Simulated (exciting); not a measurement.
Consider LaGaO3, space group Pm-3m.

```cif
data_structure
_symmetry_space_group_name_H-M 'P 1'
_symmetry_Int_Tables_number 1
_cell_length_a 3.9135
_cell_length_b 3.9135
_cell_length_c 3.9135
_cell_angle_alpha 90.000
_cell_angle_beta 90.000
_cell_angle_gamma 90.000
_cell_volume 59.94
loop_
_atom_site_label
_atom_site_type_symbol
_atom_site_fract_x
_atom_site_fract_y
_atom_site_fract_z
_atom_site_occupancy
La1 La 0.50000 0.50000 0.50000 1
Ga2 Ga 0.00000 0.00000 0.00000 1
O3 O 0.50000 0.00000 0.00000 1
O4 O 0.00000 0.00000 0.50000 1
O5 O 0.00000 0.50000 0.00000 1
```

Absorber: atom 3, with 2 Ga at 1.96 Å (linear, site symmetry 4/mmm). Method: exciting, all-electron LAPW+lo, LDA, exchange and screened direct term (singlet BSE), 4×4×4 shifted k points, 34 conduction bands, |G+q| up to 3 bohr⁻¹, full RPA screening with nempty = 58, Lorentzian half width 0.45 eV.

Q: What does the O K spectrum look like, and is there a bound core exciton?

Bound core exciton? Undecided on this mesh: the first bright state (over 5 % of the brightest) lies at -0.44 eV from the Kohn–Sham onset and at -0.67 eV from the lowest bare transition of its own mesh; weaker or dark states reach down to -0.54 eV. Maxima (height): -0.1 eV (0.49), 1.5 eV (1.00), 7.8 eV (0.69), 10.4 eV (0.34) and 17.2 eV (0.20).

Energy from the Kohn–Sham onset, core level to the lowest empty state found on the meshes used; Im ε in relative units:

```tsv
E (eV)	Im ε
-4.0	0.02
-3.5	0.03
-3.0	0.03
-2.5	0.04
-2.0	0.06
-1.5	0.09
-1.0	0.16
-0.5	0.36
0.0	0.49
0.5	0.47
1.0	0.70
1.5	1.00
2.0	0.84
2.5	0.74
3.0	0.67
3.5	0.49
4.0	0.34
4.5	0.28
5.0	0.25
5.5	0.25
6.0	0.30
6.5	0.41
7.0	0.47
7.5	0.56
8.0	0.66
8.5	0.44
9.0	0.30
9.5	0.28
10.0	0.31
10.5	0.34
11.0	0.30
11.5	0.27
12.0	0.27
12.5	0.21
13.0	0.15
13.5	0.12
14.0	0.10
14.5	0.10
15.0	0.08
15.5	0.09
16.0	0.15
16.5	0.19
17.0	0.20
17.5	0.20
18.0	0.20
18.5	0.17
19.0	0.13
19.5	0.11
20.0	0.10
20.5	0.09
21.0	0.09
```

With 64 k points the binding energies are rough, and fine structure above the first lines is partly noise of the mesh. The kernel cutoff is low for a compact core orbital, so the effect of exchange is a lower bound. The zero comes from the unshifted 4×4×4 ground-state mesh; it is exact only where the band minimum lies on that mesh. The Kohn–Sham onset, 503 eV, is no photon energy: the scale needs a rigid shift. No quasiparticle correction widens the gap or stretches the bands. Vibrations and energy-dependent lifetimes are left out. The structure is a Materials Project entry, computed there, and may be a hypothetical form.

[Banner, clock and machine lines of the logs are left out without a mark of their own.]

[Logs are printed without paths, hosts, clocks, repeated set-up lines and the standing remarks that a program may print on its own settings, such as how far it seeks lower states.]

[Hosts, paths, dates, database ids (printed as entryN), source tags and the programs' standing remarks are cut or masked in the printed files.]
